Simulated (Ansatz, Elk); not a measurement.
## LiHOs: X-ray structure factors from the self-consistent density

The structure of LiHOs used here is made up (a known structure type with other elements) and was relaxed beforehand with PBE. The aim is the Fourier transform of its all-electron density, F(hkl), set beside the sum over free spherical atoms that refinements use.

Program: Elk 11.2.3 (patched build). Level of theory: DFT, PBE, all-electron APW+lo, Dirac cores, scalar-relativistic bands, static density, no spin. Results are calculated unless marked as measured.

This account leaves out most program logs.

The structure was built from a prototype and need not be the compound's stable phase.

### Step 1. The starting structure

It takes space group P4/mmm (No. 123, tetragonal). Conventional cell: a = 2.682 Å, b = 2.682 Å, c = 4.361 Å, α = 90.00°, β = 90.00°, γ = 90.00°. Os has 4 H at 1.90 Å nearest. Li has 2 H at 2.18 Å nearest. H has 4 Os at 1.90 Å nearest. Farther neighbours are not listed.

### Step 2. Ground state and structure factors

An all-electron density is needed, since X-rays see the cores too. Task 0 finds the density and task 195 Fourier-transforms it; tshift is off so that phases refer to the origin typed.

File elk.in:

```
tasks
  0
  195

xctype
  20

spinpol
  .false.

rgkmax
  7.0

gmaxvr
  14.0

lmaxo
  7

lmaxapw
  8

swidth
  0.002

tshift
  .false.

ramdisk
  .false.

hmaxvr
  5.5

maxscl
  120

epspot
  1e-06

sppath
  './'

avec
  5.06812801380 0.00000000000 0.00000000000
  0.00000000000 5.06812801380 0.00000000000
  0.00000000000 0.00000000000 8.24038103967

atoms
  3
  'Os.in'
  1
  -0.0000000000 0.0000000000 0.0000000000   0.000000 0.000000 0.000000
  'Li.in'
  1
  0.5000000000 0.5000000000 0.5000000000   0.000000 0.000000 0.000000
  'H.in'
  1
  0.5000000000 0.5000000000 -0.0000000000   0.000000 0.000000 0.000000

ngridk
  8 8 5
```

The run is started by

```bash
$ OMP_NUM_THREADS=4 elk
```

It took 19 s on 4 threads of Arm Neoverse V2, shared host; peak memory 0.15 GiB.

SFACRHO.OUT:

```text

h k l indices transformed by vhmat matrix:
   1.000000000       0.000000000       0.000000000    
   0.000000000       1.000000000       0.000000000    
   0.000000000       0.000000000       1.000000000    

      h      k      l  multipl.   |H|            Re(F)            Im(F)           |F|

      0      0      0      1   0.0000000       80.000000     -0.14090746E-16   80.000000    
      0      0      1      2  0.76248723       69.436881      0.11678295E-15   69.436881    
      0     -1      0      4   1.2397448       62.906679     -0.26397906E-15   62.906679    
      0     -1      1      8   1.4554566       63.898585      0.11569649E-15   63.898585    
      0      0     -2      2   1.5249745       63.909042      0.46945897E-15   63.909042    
     -1      1      0      4   1.7532639       61.382718     -0.29570502E-15   61.382718    
     -1      1      1      8   1.9118894       56.530507      0.15948063E-15   56.530507    
      0      1     -2      8   1.9653280       55.357943     -0.26582481E-15   55.357943    
      0      0     -3      2   2.2874617       52.866289     -0.54299767E-15   52.866289    
      1     -1     -2      8   2.3236784       55.229005      0.38498436E-15   55.229005    
      2      0      0      4   2.4794896       53.770055     -0.34739001E-15   53.770055    
      2      0      1      8   2.5940808       50.061492      0.45548324E-15   50.061492    
      0     -1     -3      8   2.6018163       52.173544      0.62342344E-15   52.173544    
      1     -2      0      8   2.7721536       48.282615     -0.16145692E-15   48.282615    
     -1     -2      1     16   2.8751039       49.775025      0.24582128E-15   49.775025    
     -1      1      3      8   2.8820852       47.547877      0.42060441E-15   47.547877    
      0     -2      2      8   2.9109132       49.639504      0.85460082E-16   49.639504    
      0      0      4      2   3.0499489       48.501688     -0.43052851E-15   48.501688
```

Elk indexes on the primitive cell of elk.in and gives |H| = 4π sin θ/λ in inverse bohr. Below, one row stands for each form hkl of the conventional cell (m members, Friedel mates merged), F is for one primitive cell and the density is static (no thermal factor). Free-atom factors are Waasmaier and Kirfel's, and R is Σm||F|−|F'||/Σm|F|.

```
hkl   m  sin θ/λ (Å⁻¹)  abs F, DFT  neutral atoms   diff.
001   2          0.115      69.437         69.465  -0.028
100   4          0.186      62.907         62.965  -0.058
101   8          0.219      63.899         64.088  -0.189
002   2          0.229      63.909         64.121  -0.212
110   4          0.264      61.383         61.494  -0.111
111   8          0.287      56.531         56.643  -0.112
102   8          0.295      55.358         55.576  -0.218
003   2          0.344      52.866         52.896  -0.029
112   8          0.349      55.229         55.336  -0.107
200   4          0.373      53.770         53.758  +0.012
201   8          0.390      50.062         50.041  +0.020
103   8          0.391      52.173         52.280  -0.106
210   8          0.417      48.283         48.243  +0.040
211  16          0.432      49.775         49.776  -0.001
113   8          0.433      47.548         47.547  +0.001
202   8          0.438      49.639         49.665  -0.026
004   2          0.459      48.502         48.437  +0.065
212  16          0.476      45.127         45.123  +0.004
104   8          0.495      44.193         44.167  +0.026
203   8          0.507      43.711         43.715  -0.004
220   4          0.527      44.707         44.708  -0.001
114   8          0.529      44.621         44.620  +0.002
```

### Step 3. The highest occupied states alone

An energy window below the Fermi level keeps the highest occupied states, to see at which angles they scatter; shallow core shells can lie inside it and anion s states outside. No new self-consistency is needed.

elk.in: that of step 2 with these lines changed.

```diff
@@ -1,3 +1,2 @@
 tasks
-  0
   195
@@ -40,2 +39,5 @@
 
+wsfac
+  -0.134560 0.606430
+
 sppath
```

The run is started by

```bash
$ OMP_NUM_THREADS=4 elk
```

The job ended after 2.9 s (4 threads; peak memory 0.16 GiB; 4.5 s of CPU time).

States within 12 eV below the Fermi level hold 10.00 electrons; any levels below the window count with the cores. Their amplitudes can exceed the total, where window and core parts have opposite phase:

```
hkl  sin θ/λ (Å⁻¹)  abs F, window  abs F, all
001          0.115          5.427      69.437
100          0.186          1.861      62.907
101          0.219          1.046      63.899
002          0.229          1.631      63.909
110          0.264          1.159      61.383
111          0.287          0.834      56.531
102          0.295          0.106      55.358
003          0.344          0.350      52.866
112          0.349          0.283      55.229
200          0.373          0.269      53.770
```

### Step 4. Another functional

The difference from free atoms is small, so it is set against the change that LDA (Perdew-Wang) makes.

elk.in: that of step 3 with these lines changed.

```diff
@@ -1,2 +1,3 @@
 tasks
+  0
   195
@@ -4,3 +5,3 @@
 xctype
-  20
+  3
 
@@ -39,5 +40,2 @@
 
-wsfac
-  -0.134560 0.606430
-
 sppath
```

The run is started by

```bash
$ OMP_NUM_THREADS=4 elk
```

The job ended after 9.1 s (4 threads; peak memory 0.16 GiB).

Against the first run R = 0.03 %; the largest change is -0.033 at 200.

### Step 5. Basis size

The basis and the expansions that go with it are enlarged, to see whether the differences are converged.

elk.in: that of step 4 with these lines changed.

```diff
@@ -5,3 +5,3 @@
 xctype
-  3
+  20
 
@@ -11,12 +11,12 @@
 rgkmax
-  7.0
+  8.5
 
 gmaxvr
-  14.0
+  18.0
 
 lmaxo
-  7
+  9
 
 lmaxapw
-  8
+  10
```

The run is started by

```bash
$ OMP_NUM_THREADS=4 elk
```

Run time: 40 s. Hardware: 4 threads; peak memory 0.23 GiB.

Against the first run R = 0.00 %; the largest change is +0.002 at 002.

### Step 6. A coarser k-mesh

About half the k-points along each axis test the sampling.

elk.in: that of step 5 with these lines changed.

```diff
@@ -11,12 +11,12 @@
 rgkmax
-  8.5
+  7.0
 
 gmaxvr
-  18.0
+  14.0
 
 lmaxo
-  9
+  7
 
 lmaxapw
-  10
+  8
 
@@ -61,2 +61,2 @@
 ngridk
-  8 8 5
+  4 4 2
```

The run is started by

```bash
$ OMP_NUM_THREADS=4 elk
```

Run time: 13 s. Hardware: 4 threads; peak memory 0.16 GiB.

Against the first run R = 0.04 %; the largest change is +0.067 at 004.

### Step 7. Settings against the effect

```
                              run  R against the first run (%)  R against neutral atoms, low angle (%)  wall time
                    PBE, rgkmax 7                         0.00                                    0.24       19 s
                LDA (Perdew-Wang)                         0.03                                    0.24      9.1 s
rgkmax 8.5 with larger expansions                         0.00                                    0.24       40 s
                     k-mesh 4×4×2                         0.04                                    0.27       13 s
```

### Step 8. Summary of results

| Item | Value |
| --- | --- |
| R against neutral atoms, sin θ/λ < 0.3 Å⁻¹ | 0.24 % |
| R against neutral atoms, 0.3 to 0.82 Å⁻¹ | 0.17 % |

**Reading.** Independent neutral atoms miss the calculated amplitudes by R = 0.24 % below 0.3 Å⁻¹ and 0.17 % from there to 0.82 Å⁻¹; by shells, 0.04 % below 0.15 Å⁻¹ (1 form), 0.26 % 0.15 to 0.3 (6 forms), 0.07 % 0.3 to 0.45 (9 forms), 0.19 % above 0.45 (53 forms). Bonding, aspherical density and the tables' own atoms all enter these figures, and the runs don't part them. The largest change of an amplitude is -0.22 electrons, at 102. The window's part falls from 10.0 electrons at the origin to at most 0.24 between 0.45 and 0.82 Å⁻¹. Below 0.3 Å⁻¹ the changes that finished (LDA (Perdew-Wang), rgkmax 8.5 with larger expansions and k-mesh 4×4×2) move F by R = 0.03 % at most, against the 0.24 % that separates it from free atoms. A single amplitude moves by up to 0.07 electrons, against 0.22 for the largest difference from free atoms. These runs have no spin, though d or f shells may be open. Spin-orbit coupling is left out, which can matter for elements this heavy. Part of the difference isn't bonding: the tables are fits to free atoms and ions calculated by other methods than this functional. Thermal motion, anomalous dispersion and extinction are left out.

[Logs are printed without paths, hosts, clocks, repeated set-up lines and the standing remarks that a program may print on its own settings, such as how far it seeks lower states.]

[Hosts, paths, dates, database ids (printed as entryN), source tags and the programs' standing remarks are cut or masked in the printed files.]
